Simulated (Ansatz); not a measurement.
# LiGeF3 (model cell, started as cubic perovskite with Ge in the octahedra): a soft mode frozen in

Aim: this structure of LiGeF3 (model cell, started as cubic perovskite with Ge in the octahedra) is to be tested for unstable modes, and one is followed downhill.

Calculated with Ansatz 0.2.0; DFT r2SCAN, scalar-relativistic, plane waves, PAW; PAW set soft_1.

The structure was built from a prototype and need not be the compound's stable phase.

## 1. The structure

Symmetry: Pm-3m, No. 221, cubic system. Conventional cell: a = 4.340 Å, b = 4.340 Å, c = 4.340 Å, α = 90.00°, β = 90.00°, γ = 90.00°. Nearest to Li lie 12 F at 3.07 Å. Ge has 6 F at 2.17 Å nearest. F has 2 Ge at 2.17 Å nearest. Farther neighbours and most contacts between anions are not listed.

As a file:

```cif
data_structure
_symmetry_space_group_name_H-M 'P 1'
_symmetry_Int_Tables_number 1
_cell_length_a 4.3401
_cell_length_b 4.3401
_cell_length_c 4.3401
_cell_angle_alpha 90.000
_cell_angle_beta 90.000
_cell_angle_gamma 90.000
_cell_volume 81.75
loop_
_atom_site_label
_atom_site_type_symbol
_atom_site_fract_x
_atom_site_fract_y
_atom_site_fract_z
_atom_site_occupancy
Li1 Li 0.00000 0.00000 0.00000 1
Ge2 Ge 0.50000 0.50000 0.50000 1
F3 F 0.50000 0.50000 0.00000 1
F4 F 0.50000 0.00000 0.50000 1
F5 F 0.00000 0.50000 0.50000 1
```

## 2. Response at finite wavevector

The cell comes from relaxations at this level that are not shown. Stability and thermal properties need the whole zone. Linear response on a 2×2×2 q mesh gives force constants as far as a supercell of that size would, and the tensors from the zone-centre run are typed in so that the long-range dipole term is interpolated apart.

Contents of input.yaml:

```yaml
crystal:
  lattice:
    - [4.3400973773, 0.0, 0.0]
    - [0.0, 4.3400973773, 0.0]
    - [0.0, 0.0, 4.3400973773]
  atoms:
    - { symbol: Li, position: [0.0, 0.0, 0.0] }
    - { symbol: Ge, position: [0.5, 0.5, 0.5] }
    - { symbol: F, position: [0.5, 0.5, 0.0] }
    - { symbol: F, position: [0.5, 0.0, 0.5] }
    - { symbol: F, position: [0.0, 0.5, 0.5] }
kpoints:
  mp_grid: { grid: [12, 12, 12] }
hamiltonian:
  xc: r2scan
  pseudopotentials: { kind: paw, azcp: { folder: soft_1 } }
scf:
  occupations: { method: fixed }
output:
  eigenvalues: true
phonons:
  method: dfpt
  qmesh: [2, 2, 2]
  temperatures: { t_max: 1000, t_step: 50 }
  qpath:
    path:
      - [[0.0, 0.0, 0.0], [0.0, 0.5, 0.0], [0.5, 0.5, 0.0], [0.0, 0.0, 0.0], [0.5, 0.5, 0.5], [0.0, 0.5, 0.0]]
      - [[0.5, 0.5, 0.5], [0.5, 0.5, 0.0]]
    npoints: 10
  non_analytic_term:
    high_frequency_dielectric_tensor: [[3.4248, 0.0, 0.0], [0.0, 3.4248, 0.0], [0.0, 0.0, 3.4248]]
    born_effective_charges:
      - { species: Li, tensor: [[1.2413, 0.0, 0.0], [0.0, 1.2413, 0.0], [0.0, 0.0, 1.2413]] }
      - { species: Ge, tensor: [[3.7783, 0.0, 0.0], [0.0, 3.7783, 0.0], [0.0, 0.0, 3.7783]] }
      - { species: F, tensor: [[-0.3902, 0.0, 0.0], [0.0, -0.3902, 0.0], [0.0, 0.0, -4.2391]] }
      - { species: F, tensor: [[-0.3902, 0.0, 0.0], [0.0, -4.2391, 0.0], [0.0, 0.0, -0.3902]] }
      - { species: F, tensor: [[-4.2391, 0.0, 0.0], [0.0, -0.3902, 0.0], [0.0, 0.0, -0.3902]] }
    source: "zone-centre run at this cell"
```

On the command line:

```
$ ansatz run input.yaml --threads 8 --pin off --max-ram 16384MiB --backend cpu --events-out ev --progress --plain --runs-dir out
```

Numbers of over 12 decimals in the logs are rounded to 6 here.

Log:

```text
Engine: ansatz 0.2.0, x86_64-unknown-linux-gnu
Pseudopotentials: kind: paw
Pseudopotential: Li, paw, valence charge 3, recommended cutoff 500 eV (meta_gga), soft_1/Li.paw.azcp
Pseudopotential: Ge, paw, valence charge 14, recommended cutoff 500 eV (meta_gga), soft_1/Ge.paw.azcp
Pseudopotential: F, paw, valence charge 7, recommended cutoff 500 eV (meta_gga), soft_1/F.paw.azcp
Functional definition: r2SCAN
  parameter k0 = 0.174
  parameter k1 = 0.065
  parameter a1 = 4.9479
  exchange = r2scan_x(k0 = k0, k1 = k1, a1 = a1)
  correlation = r2scan_c
Crystal: 5 atoms, lattice volume = 81.752 Å³
Basis set: ecut = 500 eV, 2103 PW (Γ), exchange–correlation on 320×320×320 points (1000 copies of the dense FFT grid, shifted against one another)
Bands: 24, of which v1, the nominal top of the filled ones, is band 19 counted from 1 (18 counted from 0)
Symmetry: 48 space group operations
k-points: 518 of 1728 (irreducible under 2 space group operations, time reversal used)
Non-local potential: Li, projectors of the file, l = 0: 3, l = 1: 2, l = 2: 1
Non-local potential: Ge, projectors of the file, l = 0: 2, l = 1: 2, l = 2: 3, l = 3: 1
Non-local potential: F, projectors of the file, l = 0: 2, l = 1: 2, l = 2: 1
PAW form: soft (Blöchl's): semilocal exchange-correlation on the pseudo side does not see the compensation charge
PAW frozen core: Ge, regenerated for the run's functional (the file was generated under x = pbe(κ = 0.804, μ = 0.219515), c = pbe(β = 0.066725))
PAW frozen core: F, regenerated for the run's functional (the file was generated under x = pbe(κ = 0.804, μ = 0.219515), c = pbe(β = 0.066725))
PAW one-centre angular grid: Li, 302 points (default); XC on 295 of its mesh's 2161 points in the sphere
PAW one-centre angular grid: Ge, 590 points (default); XC on 160 Gauss nodes
PAW one-centre angular grid: F, 302 points (default); XC on 160 Gauss nodes
Initial density: superposition of atomic densities (chi_scale 0.1, normalization cell), built separately for each of the 2 bonded fragments (scf.initial_density.interfragment_charge_transfer: auto; true builds it for the cell as a whole; a typed value also counts as a typed key of the start: scf.initial_density.chi_scale says what that changes, if anything)
Initial wavefunctions: pseudopotential atomic-orbital guess
Functional: x = r2scan, c = r2scan; τ floored in thin density (d = 2e-4 eV/Å³)
SCF iter   1: F=—  HF=-6940.836441 eV  |F-HF|=—  |Δ(HF+E_count)|=         —  Δρ=7.38e-2  dr2=4.75e0  dr2_τ=2.86e-2  ethr=3.10e-3  ⟨swp⟩=4.8  Hψ=51941  notcnv=0  defer=1410
preconditioner: auto → Resta (q_TF=auto, 2.401 Å⁻¹)  ε∞=4.3  [insulator: Δε(μ)=1.163 eV  Ē_g=10.176 eV  n_scr=18 (ndim 8)  ℏωp=18.4 eV  f_vac=0.011  ε∞_Penn≈4.3]
SCF iter   2: F=—  HF=-6939.347831 eV  |F-HF|=—  |Δ(HF+E_count)|=    1.49e0  Δρ=3.10e-2  dr2=1.39e0  dr2_τ=2.20e-2  ethr=3.10e-3  ⟨swp⟩=2.8  Hψ=28636  notcnv=0  defer=1165
SCF iter   3: F=—  HF=-6938.978446 eV  |F-HF|=—  |Δ(HF+E_count)|=   3.69e-1  Δρ=1.76e-2  dr2=3.76e-1  dr2_τ=1.19e-2  ethr=3.10e-3  ⟨swp⟩=2.2  Hψ=23985  notcnv=0  defer=1016
SCF iter   4: F=—  HF=-6938.891760 eV  |F-HF|=—  |Δ(HF+E_count)|=   8.67e-2  Δρ=5.27e-3  dr2=4.07e-2  dr2_τ=6.28e-4  ethr=9.89e-4  ⟨swp⟩=4.0  Hψ=21615  notcnv=0  defer=1541
SCF iter   5: F=—  HF=-6938.893921 eV  |F-HF|=—  |Δ(HF+E_count)|=   2.16e-3  Δρ=3.99e-3  dr2=8.57e-3  dr2_τ=4.75e-4  ethr=1.07e-4  ⟨swp⟩=2.3  Hψ=27931  notcnv=0  defer=1533
SCF iter   6: F=—  HF=-6938.891424 eV  |F-HF|=—  |Δ(HF+E_count)|=   2.50e-3  Δρ=9.50e-4  dr2=6.60e-4  dr2_τ=2.77e-5  ethr=2.26e-5  ⟨swp⟩=2.0  Hψ=22285  notcnv=0  defer=1543
SCF iter   7: F=—  HF=-6938.892150 eV  |F-HF|=—  |Δ(HF+E_count)|=   7.26e-4  Δρ=2.70e-4  dr2=5.33e-5  dr2_τ=3.10e-6  ethr=1.74e-6  ⟨swp⟩=2.0  Hψ=22803  notcnv=0  defer=1543
SCF iter   8: F=—  HF=-6938.892170 eV  |F-HF|=—  |Δ(HF+E_count)|=   2.00e-5  Δρ=4.06e-5  dr2=1.20e-6  dr2_τ=4.45e-8  ethr=1.40e-7  ⟨swp⟩=2.0  Hψ=22366  notcnv=0  defer=1453
SCF iter   9: F=—  HF=-6938.892171 eV  |F-HF|=—  |Δ(HF+E_count)|=   1.72e-6  Δρ=9.52e-6  dr2=5.35e-8  dr2_τ=3.25e-9  ethr=3.17e-9  ⟨swp⟩=2.0  Hψ=22009  notcnv=0  defer=553
SCF iter  10: F=—  HF=-6938.892172 eV  |F-HF|=—  |Δ(HF+E_count)|=   8.56e-8  Δρ=1.64e-6  dr2=2.57e-9  dr2_τ=6.23e-11  ethr=1.41e-10  ⟨swp⟩=2.0  Hψ=21756  notcnv=0  defer=555
SCF iter  11: F=—  HF=-6938.892172 eV  |F-HF|=—  |Δ(HF+E_count)|=   3.55e-9  Δρ=4.69e-7  dr2=1.18e-10  dr2_τ=8.72e-12  ethr=6.78e-12  ⟨swp⟩=2.0  Hψ=21756  notcnv=0  defer=555
SCF iter  12: F=—  HF=-6938.892172 eV  |F-HF|=—  |Δ(HF+E_count)|=  8.55e-11  Δρ=1.81e-7  dr2=1.87e-11  dr2_τ=9.54e-13  ethr=1.00e-12  ⟨swp⟩=2.1  Hψ=20599  notcnv=0  defer=555
SCF iter  13: F=-6938.892172 eV  HF=-6938.892172 eV  |F-HF|=9.09e-13  |Δ(HF+E_count)|=  6.37e-12  Δρ=2.32e-8  dr2=3.48e-13  dr2_τ=3.80e-14  ethr=1.00e-12  ⟨swp⟩=11.6  Hψ=65628  notcnv=0
SCF 1 converged in 13 iterations: F = -6938.892172 eV  dr2 = 3.48e-13
  greatest PAW one-centre occupation: 0.999 electrons in one spin orbital (limit 2), on the Li atom at site 0 (counted from 0), in its partial waves of l = 0
DFPT response loops at Γ: preconditioner auto → none (the input reference at scf.mixing.eps_inf says where Resta's filter doesn't serve); β = 0.50; Broyden in place of MSR1
NSCF: frozen V_eff on 84 k-points
NSCF: frozen V_eff on 686 k-points
DFPT response loops at q = (0, 0, -0.5) (fractional): mixed as the last ones told, above
NSCF: frozen V_eff on 686 k-points
DFPT response loops at q = (0, -0.5, -0.5) (fractional): mixed as the last ones told, above
NSCF: frozen V_eff on 686 k-points
DFPT response loops at q = (-0.5, -0.5, -0.5) (fractional): mixed as the last ones told, above
SCF converged after 13 iterations
Free energy (F): -6938.892172 eV
Harris-Foulkes:  -6938.892172 eV  (|F-HF|=9.09e-13)
Internal energy: -6938.892172 eV  (E = F + TS)
E sigma→0 (E₀):  -6938.892172 eV
Fermi energy:    4.737982 eV
--- Per-component energies (eV) ---
  E_band       = -475.245189
  E_kinetic    = 701.630568
  E_local      = -5003.896794  (includes V_loc(G=0)·N_el)
  E_nonlocal   = 449.361133
  E_hartree    = 2149.062579
  E_xc         = -304.325504
  E_vxc        = -419.173268  (∫ρ·V_xc dr)
  E_paw        = -2661.554896  (= ΣΔE_a)
  E_vpaw       = -531.519466  (= ΣTr[D̂ρ^β])
  E_aug_tail   = 0.001122  (compensation charges beyond the density's cutoff)
  E_vtau       = 30.226350  (kinetic-family band-sum trace: ∫τ·v_τ [+ j·A + Jᵃ·Aᵃ] dr)
  E_ewald      = -2267.990445
  E_core_change = -1.179936  (= ΣΔE_core)
  E_smearing   = -0.000000  (= −TS)
  E_closure    = -0.000000  (closes the sum)
  Σ components = -6938.892172   (vs F -6938.892172, Δ=0.00e0)
--- Band table (eV; the first three rows and the last of 518) ---
  k-point 0: bands = [... 15 lower, -1.3184, -1.3075, -1.3075, -1.3075, 6.1644, 10.2633, 10.2633, 10.2633, ... 1 higher]
  k-point 1: bands = [... 15 lower, -1.3143, -1.3106, -1.3106, -1.0403, 6.2176, 10.0035, 10.2681, 10.2681, ... 1 higher]
  k-point 2: bands = [... 15 lower, -1.3329, -1.3091, -1.3091, -0.4561, 6.3645, 9.4397, 10.2841, 10.2841, ... 1 higher]
  k-point 517: bands = [... 15 lower, -0.8871, -0.8871, -0.8871, 4.7380, 6.9069, 6.9069, 6.9069, 8.6974, ... 1 higher]
--- Phonons (Γ-DFPT): 4 representative perturbations + reference, on 518 of 1728 k-points (Σ response iterations 25) ---
  k mesh reduced under 2 symmetry operations, with k and −k counted as one. Each operation leaves every solved perturbation unchanged. A smaller set is not considered because the functional reads the kinetic-energy density
  ASR residual: 2.251e-4 → 0.000e0 eV/Å²; symmetrization residual: 4.532e-6 eV/Å²
  ASR residual per site (eV/Å²): 2.25e-4 2.97e-5 7.32e-5 7.32e-5 7.32e-5
  Γ frequencies (cm⁻¹): -308.10 -308.10 -308.10 -216.47 -216.47 -216.47 -83.78 -83.78 -83.78 0.00 0.00 0.00 155.43 155.43 155.43
--- Phonons (arbitrary-q DFPT): 4 irreducible q on the 2×2×2 mesh ---
  q = [0.0000, 0.0000, 0.0000] (star 1, of the zone-centre solve; hermiticity 1.64e-6, symmetrization 9.89e-10): -308.10 -308.10 -308.10 -216.47 -216.47 -216.47 -83.78 -83.78 -83.78 0.00 0.00 0.00 155.43 155.43 155.43
  q = [0.0000, 0.0000, -0.5000] (star 3, 9 solved perturbations in 2646 linear systems a pass and spin channel, the states on 343 of 1728 k-point pairs; hermiticity 7.25e-7, symmetrization 2.79e-12): -295.58 -295.58 -206.77 -206.77 -95.75 -74.06 -74.06 -61.37 77.64 77.64 103.53 103.53 137.05 255.90 415.30
  q = [0.0000, -0.5000, -0.5000] (star 3, 9 solved perturbations in 2646 linear systems a pass and spin channel, the states on 343 of 1728 k-point pairs; hermiticity 4.21e-7, symmetrization 2.84e-13): -283.12 -202.48 -202.48 -182.20 -140.87 -64.07 -64.07 54.61 54.61 89.30 147.73 271.35 271.35 297.17 414.43
  q = [-0.5000, -0.5000, -0.5000] (star 1, 4 solved perturbations in 931 linear systems a pass and spin channel, the states on 343 of 1728 k-point pairs; hermiticity 5.50e-8, symmetrization 5.02e-12): -217.17 -217.17 -217.17 -141.39 -141.39 -141.39 210.72 210.72 210.72 212.54 212.54 212.54 296.71 296.71 425.95
  sum rule: each row above includes the acoustic sum rule's correction from the zone centre's row sums; it moved no ω² by more than (2.97 cm⁻¹)²
  mesh force constants: q→R imaginary residual 1.12e-17; ASR residual 2.251e-4 → 0.000e0 eV/Å²; symmetrization residual 5.329e-15 eV/Å²
  interpolated dispersion: 63 rows × 15 modes
  density of states and harmonic sums: on the 14×14×14 q-mesh, interpolated from the force constants of a 2×2×2 supercell (with the dipole–dipole term of supplied tensors)
  largest difference from the sums on the solved wave vectors: F 5.98e-2 eV, S 9.21e-5 and C_V 3.38e-5 eV/K
  zero-point energy: 0.087791 eV/cell   skipped modes (ω ≤ 0): 899, of them read as no rigid motion or as one in doubt: 896 (7.496e0 modes/cell left out, lowest -308.10 cm⁻¹)   left out of the sums: 5.00e-1 of the cell's modes: C_V's classical limit lies that fraction below 3 k_B per atom; for a crystal, a wire or a layer, F and S can be off by more, and a phonons.interpolated_qmesh denser along its periods is the remedy for the sampling
```

It took 10 min on 8 threads of AMD EPYC 7B13 (Zen 3), shared host; peak memory 10 GiB.

This step gave:

| Item | Value |
| --- | --- |
| gap on the k-mesh | 1.426 eV |
| volume per atom | 16.35 Å³ |
| sum-rule residual before enforcement | 2.25e-4 eV/Å² |
| lowest frequency on the path | -308.1 cm⁻¹ |
| point group | m-3m |
| highest frequency on the path or at a solved wavevector | 425.9 cm⁻¹ |
| highest optical mode at the zone centre (no LO-TO term) | 155.4 cm⁻¹ |
| lowest optical zone-centre mode | -308.1 cm⁻¹ |
| lowest mode on the q mesh (acoustic modes at Γ apart) | -308.1 cm⁻¹ |

Frequencies (cm⁻¹) solved at each irreducible wavevector; negative means imaginary. Frequencies by wavevector, by row:

| q in reciprocal lattice units | star | mode 1 | mode 2 | mode 3 | mode 4 | mode 13 | mode 14 | mode 15 |
| --- | --- | --- | --- | --- | --- | --- | --- | --- |
| 0 0 0 | 1 | -308.1 | -308.1 | -308.1 | -216.5 | 155.4 | 155.4 | 155.4 |
| 0 0 -0.5 | 3 | -295.6 | -295.6 | -206.8 | -206.8 | 137.1 | 255.9 | 415.3 |
| 0 -0.5 -0.5 | 3 | -283.1 | -202.5 | -202.5 | -182.2 | 271.4 | 297.2 | 414.4 |
| -0.5 -0.5 -0.5 | 1 | -217.2 | -217.2 | -217.2 | -141.4 | 296.7 | 296.7 | 425.9 |

Interpolated from a 2×2×2 q mesh, rough between the solved points, with the LO-TO term (at Γ the limit along the path; where Γ stands inside the path, tables give the limit on arrival). Phonon branches along the path, in cm⁻¹:

| point | branch 1 | branch 2 | branch 3 | branch 4 | branch 12 | branch 13 | branch 14 | branch 15 |
| --- | --- | --- | --- | --- | --- | --- | --- | --- |
| Γ | -308 | -308 | -263 | -216 | 137 | 155 | 155 | 419 |
| halfway | -302 | -302 | -212 | -212 | 139 | 139 | 193 | 418 |
| X | -296 | -296 | -207 | -207 | 104 | 137 | 256 | 415 |
| halfway | -290 | -204 | -196 | -151 | 174 | 213 | 264 | 407 |
| M | -283 | -202 | -202 | -182 | 271 | 271 | 297 | 414 |
| halfway | -296 | -206 | -204 | -174 | 139 | 175 | 216 | 395 |
| Γ | -308 | -308 | -263 | -216 | 137 | 155 | 155 | 419 |
| halfway | -207 | -207 | -165 | -165 | 180 | 204 | 204 | 377 |
| R | -217 | -217 | -217 | -141 | 212 | 297 | 297 | 426 |
| halfway | -211 | -195 | -182 | -153 | 186 | 219 | 257 | 400 |
| X | -296 | -296 | -207 | -207 | 104 | 137 | 256 | 415 |
| jump to R | -217 | -217 | -217 | -141 | 212 | 297 | 297 | 426 |
| halfway | -209 | -209 | -203 | -141 | 254 | 254 | 297 | 413 |
| M | -283 | -202 | -202 | -182 | 271 | 271 | 297 | 414 |

Symmetry leaves 4 wavevectors to solve. The lowest mode among them, the acoustic zeros apart, lies at Γ and is imaginary, 308.1i cm⁻¹, so the energy falls along it.

## 3. The mode frozen in, largest atomic shift 0 Å

The mode followed lies at q = (0, 0, -0.5) with frequency 295.6i cm⁻¹ and is 2-fold degenerate, one of the unstable modes though not the softest. At small amplitude the distorted cell has space group no. 51 by a symmetry search on the positions. The undistorted cell that holds it gives the zero of energy on the same k mesh.

System of this step: LiGeF3 (model cell, started as cubic perovskite with Ge in the octahedra). It takes space group Pm-3m (No. 221, cubic). The conventional cell has a = 4.340 Å, b = 4.340 Å, c = 4.340 Å, α = 90.00°, β = 90.00°, γ = 90.00°. Li has 12 F at 3.07 Å nearest. Ge has 6 F at 2.17 Å nearest. Nearest to F lie 2 Ge at 2.17 Å. Nearest to F lie 2 Ge at 2.17 Å. Farther neighbours and most contacts between anions are not listed.

Contents of input.yaml:

```yaml
crystal:
  lattice:
    - [4.3400973773, 0.0, 0.0]
    - [0.0, 4.3400973773, 0.0]
    - [0.0, 0.0, 8.6801947546]
  atoms:
    - { symbol: Li, position: [0.0, 0.0, 0.0] }
    - { symbol: Li, position: [0.0, 0.0, 0.5] }
    - { symbol: Ge, position: [0.5, 0.5, 0.25] }
    - { symbol: Ge, position: [0.5, 0.5, 0.75] }
    - { symbol: F, position: [0.5, 0.5, 0.0] }
    - { symbol: F, position: [0.5, 0.5, 0.5] }
    - { symbol: F, position: [0.5, 0.0, 0.25] }
    - { symbol: F, position: [0.5, 0.0, 0.75] }
    - { symbol: F, position: [0.0, 0.5, 0.25] }
    - { symbol: F, position: [0.0, 0.5, 0.75] }
kpoints:
  mp_grid: { grid: [6, 6, 4] }
hamiltonian:
  xc: r2scan
  pseudopotentials: { kind: paw, azcp: { folder: soft_1 } }
scf:
  occupations: { method: gaussian, width: 0.02 }
output:
  forces: true
  stress: true
  eigenvalues: true
```

Log:

```text
[...]
Crystal: 10 atoms, lattice volume = 163.504 Å³
Basis set: ecut = 500 eV, 4191 PW (Γ), exchange–correlation on 128×128×256 points (64 copies of the dense FFT grid, shifted against one another)
Bands: 48, of which v1, the nominal top of the filled ones, is band 38 counted from 1 (37 counted from 0)
Symmetry: 32 space group operations
[...]
k-points: 30 of 144
[...]
k-point 0: bands = [... 34 lower, -1.3064, -1.2969, -1.2969, 1.6617, 6.1646, 6.5710, 8.3585, 9.8747, ... 4 higher]
  k-point 1: bands = [... 34 lower, -1.2991, -1.2991, -0.7701, 1.2180, 6.2814, 6.6875, 8.3185, 9.7397, ... 4 higher]
  k-point 2: bands = [... 34 lower, -1.3044, -1.3044, 0.2393, 0.2393, 6.5588, 6.5588, 8.8415, 8.8415, ... 4 higher]
  k-point 29: bands = [... 34 lower, -0.8885, -0.8885, 3.7845, 3.7845, 6.9015, 6.9015, 6.9015, 6.9015, ... 4 higher]
[key lines of the parts left out:]
SCF converged after 11 iterations
Free energy (F): -13877.782250 eV
Fermi energy:    5.451531 eV
P = ⅓ Tr σ = 0.0143 GPa (0.143 kbar)
```

Run time: 3.5 s. Hardware: 8 threads; peak memory 1.2 GiB.

This step gave:

* pressure: 0.01427 GPa
* energy from the undistorted cell: 0 meV/atom

At this level the gap is 1.43 eV on the k-mesh of the self-consistent run, which can miss the band edges.

## 4. The mode frozen in, largest atomic shift 0.32 Å

The atoms are moved along the unstable eigenvector, the largest shift by 0.32 Å, with the cell fixed.

input.yaml, the sections that differ from step 3:

```yaml
crystal:
  lattice:
    - [4.3400973773, 0.0, 0.0]
    - [0.0, 4.3400973773, 0.0]
    - [0.0, 0.0, 8.6801947546]
  atoms:
    - { symbol: Li, position: [0.0, 0.0, 0.0] }
    - { symbol: Li, position: [0.0, 0.0, 0.5] }
    - { symbol: Ge, position: [0.5, 0.4908720427, 0.25] }
    - { symbol: Ge, position: [0.5, 0.5091279573, 0.75] }
    - { symbol: F, position: [0.5, 0.5, 0.0] }
    - { symbol: F, position: [0.5, 0.5, 0.5] }
    - { symbol: F, position: [0.5, 0.0737310646, 0.25] }
    - { symbol: F, position: [0.5, -0.0737310646, 0.75] }
    - { symbol: F, position: [0.0, 0.4799758579, 0.25] }
    - { symbol: F, position: [0.0, 0.5200241421, 0.75] }
# kpoints, hamiltonian, scf, output: as in step 3
```

Log:

```text
[...]
Crystal: 10 atoms, lattice volume = 163.504 Å³
Basis set: ecut = 500 eV, 4191 PW (Γ), exchange–correlation on 128×128×256 points (64 copies of the dense FFT grid, shifted against one another)
Bands: 48, of which v1, the nominal top of the filled ones, is band 38 counted from 1 (37 counted from 0)
Symmetry: 8 space group operations
[...]
k-points: 48 of 144
[...]
k-point 0: bands = [... 34 lower, -1.2389, -1.2367, -0.6438, 2.0384, 6.2200, 6.6094, 8.3921, 9.9455, ... 3 higher]
  k-point 1: bands = [... 34 lower, -1.2691, -1.2455, -0.2092, 1.6174, 6.3280, 6.7073, 8.3817, 9.7900, ... 3 higher]
  k-point 2: bands = [... 34 lower, -1.2687, -1.2687, 0.7015, 0.7015, 6.5835, 6.5835, 8.9044, 8.9044, ... 3 higher]
  k-point 47: bands = [... 34 lower, -0.9935, -0.9935, 3.5744, 3.5744, 7.0807, 7.0807, 7.7139, 7.7139, ... 3 higher]
[key lines of the parts left out:]
SCF converged after 10 iterations
Free energy (F): -13878.082526 eV
Fermi energy:    5.343458 eV
P = ⅓ Tr σ = 1.9616 GPa (19.616 kbar)
```

Wall time 4.8 s (8 threads); peak memory 1.3 GiB.

Numbers from this step:

```yaml
pressure: 1.962 GPa
gap_on_the_k_mesh: 1.753 eV
energy_from_the_undistorted_cell: -30.03 meV/atom
```

The energy, extrapolated to zero smearing, is -30.03 meV/atom against the undistorted cell.

The run ends at a pressure of 1.96 GPa, with forces up to 1.1 eV/Å.

[end of part 1 of 2]

[Logs are printed without paths, hosts, clocks, repeated set-up lines and the standing remarks that a program may print on its own settings, such as how far it seeks lower states.]

[Hosts, paths, dates, database ids (printed as entryN), source tags and the programs' standing remarks are cut or masked in the printed files.]
